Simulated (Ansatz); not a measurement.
Two G0W0 runs on SnSe2 (P-3m1).

```xyz
3
Lattice="3.8110 0.0000 0.0000 -1.9055 3.3004 0.0000 0.0000 0.0000 6.1360" Properties=species:S:1:pos:R:3 pbc="T T T"
Sn    0.0000    0.0000    0.0000
Se    0.0000    2.2003    1.6042
Se    1.9055    1.1001    4.5318
```

Geometry: measured cell, ions relaxed with PBE. The runs that relaxed it are not among those shown.

The first (Ansatz 0.2.0; start PBE, 6×6×4 mesh, 910 empty bands, screening to 100 eV, PAW set soft_1 files; 1 × NVIDIA H100 80GB HBM3 (shared by 6 runs) with 2 threads of AMD EPYC 7R13 (Zen 3), shared host) gave, on its mesh: starting gap 0.70 eV, G0W0 gap 1.15 eV, RPA ε∞ (mean) 13.29, 2.5 min.

The second changes empty bands from 910 to 61 and screening cutoff (eV) from 100 to 150. What does it give?

It gave: starting gap 0.70 eV, G0W0 gap 1.17 eV, RPA ε∞ (mean) 13.23, 16 s. The G0W0 gap moves by +0.02 eV, +0.00 eV from the start and +0.02 eV from the correction. Σc changes by +0.45 eV at the valence top and +0.47 eV at the conduction bottom, and Σx − Vxc between them by +0.00 eV.

Limits: not at the basis limit; no spin-orbit coupling; coarse k mesh.

[Paths, hosts, dates, memory and timing lines, banners, echoed tables and standing remarks are left out of the program output.]

[Logs are printed without paths, hosts, clocks, repeated set-up lines and the standing remarks that a program may print on its own settings, such as how far it seeks lower states.]

[Runs of the session that timed out or met a known fault of the program may be left out.]

[Cells called generated may have been cut or substituted from an entry of the Crystallography Open Database or the Materials Project.]

[Hosts, paths, dates, database ids (printed as entryN), source tags and the programs' standing remarks are cut or masked in the printed files.]
